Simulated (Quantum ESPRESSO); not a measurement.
Entries from a set of simulations; values are calculated unless marked as measured.

```
! title: Collinear magnetic orders of LaMnSi2 with Quantum ESPRESSO
! method: LDA; plane waves with GBRV 1.5 LDA potentials, no spin-orbit coupling (and 1 further level or step)
! program: Quantum ESPRESSO 7.5
! settings of one run: GBRV 1.5 LDA, cutoff 544.23 eV, 6×6×6 k-mesh, 49 bands, fermi-dirac occupations, smearing width 0.1 eV, collinear spin, SCF threshold 1.60e-8, mesh matched on, starting moments 0 0 3.5 3.5 0 0 0 0 μB
! cost: 2 runs, 11 min in all on 4 MPI ranks of Arm Neoverse V2, shared host (the runs of this entry)
! notes: The run is spin-polarised, with a total moment of 3.13 μB a cell (absolute 3.62).
! lowest state found: ferromagnetic (from ferro ++)
! largest site moment: 1.54 μB
! next state with moments: antiferromagnetic, 78.6 meV a seeded atom higher
CELL_PARAMETERS angstrom
2.09550 -8.84000 0.00000
2.09550 8.84000 0.00000
0.00000 0.00000 4.07300
ATOMIC_POSITIONS crystal
La 0.89480 0.10520 0.25000
La 0.10520 0.89480 0.75000
Mn 0.25220 0.74780 0.25000
Mn 0.74780 0.25220 0.75000
Si 0.54500 0.45500 0.25000
Si 0.45500 0.54500 0.75000
Si 0.68400 0.31600 0.25000
Si 0.31600 0.68400 0.75000
```

[Logs and program files are shortened in this print: banners, set-up blocks, solver, clock and traceback lines can be left out without a mark of their own.]

[Logs are printed without paths, hosts, clocks, repeated set-up lines and the standing remarks that a program may print on its own settings, such as how far it seeks lower states.]

[Hosts, paths, dates, database ids (printed as entryN), source tags and the programs' standing remarks are cut or masked in the printed files.]

[Where a cell is said to come from a database of computed structures, the database is the Materials Project.]
